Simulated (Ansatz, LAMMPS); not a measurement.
# Static equation of state of rapidly quenched Si57Al14Cu29 (at. %) (111 atoms)

Density of this cell: 4.06 g/cm³. The cell holds 111 atoms: 63 Si, 16 Al and 32 Cu. Cell: a = 12.205 Å, b = 12.131 Å, c = 11.706 Å, α = 89.7°, β = 88.7°, γ = 90.8°. The starting structure: 111 atoms (63 Si, 16 Al, 32 Cu) placed at random at 3.66 g/cm³, melted at 2000 K for 10 ps at fixed volume with the MEAM Al-Si-Mg-Cu-Fe potential (Jelinek et al., Phys. Rev. B 85, 245102 (2012)). Quenched from 2000 K to 300 K at 10 K/ps and zero pressure, held 5 ps, then minimised at fixed cell.

Calculated with Ansatz 0.2.0: Kohn-Sham DFT, PBE, PAW (set soft_1), plane waves; cutoff 420 eV, Γ point, gaussian smearing of 0.025 eV. Cell and atoms were relaxed first, to V0 = 15.609 Å³ an atom at a residual P0 = -0.009 GPa. The cell was then scaled evenly, and the atoms were relaxed at each volume.

```
volume (Å³/atom)  pressure (GPa)
          14.048               ?
          14.673           4.416
          15.141           2.665
          16.077          -1.812
          16.546          -3.478
```

Task: Fit the third-order Birch–Murnaghan equation to the rows given and extrapolate to the withheld row.

Worked fit:

Take the Eulerian strain f = ½[(V0/V)^(2/3) − 1] and the normalised pressure F = (P − P0) / [3f(1 + 2f)^(5/2)]. The third-order Birch–Murnaghan equation is then the line F = B0 + (3/2)B0(B′ − 4) f, so u = f and v = F.

| u = f | v = F (GPa) |
| --- | --- |
| 0.0210563 | 63.1832 |
| 0.0102566 | 82.5818 |
| -0.00975653 | 64.7354 |
| -0.0190502 | 66.8874 |

With n = 4: mean u = 6.2655e-4, mean v = 69.3470, Σ(u − ū)² = 0.0010051, Σ(u − ū)(v − v̄) = 0.097806. Slope b = 0.097806 / 0.0010051 = 97.310; intercept a = v̄ − b ū = 69.286.

So B0 = a = 69.3 GPa and B′ = 4 + 2b/(3a) = 4.94. At the withheld volume f = 0.03638, F = a + b f = 72.83 GPa, and P = P0 + 3f(1 + 2f)^(5/2) F.

Prediction at 14.048: 9.466 GPa. The run gave 7.829 GPa, so the fit is high by 1.6 GPa (21 % of the value).

The series isn't one smooth equation of state: even a line fitted to all rows, the withheld one included, misses F by up to 18.5 %, the count of bonds changes along the series, an atom moves over 0.5 Å in some relaxation and a scaled cell ends below the relaxed one in energy. B0 and B′ are then only the numbers of this fit, not moduli of the material. Among the rows given, the largest miss of the fit is at 14.673, by 0.57 GPa (5.0 % of the range of the table).

Limits: Static cells at zero temperature; the cell shape is held. The program notes that the SCF threshold of these relaxations is loose for the stress. The quench rate of 10 K/ps is many orders above laboratory rates, so the cell is likely richer in defects and strain than a real sample. The network of bonds at the start is that of the classical potential that made the cell, and needn't be the one that DFT or experiment would give. Only the Γ point is sampled, in a cell whose shortest periodic width is 12 Å.

[Logs are printed without paths, hosts, clocks, repeated set-up lines and the standing remarks that a program may print on its own settings, such as how far it seeks lower states.]

[Hosts, paths, dates, database ids (printed as entryN), source tags and the programs' standing remarks are cut or masked in the printed files.]
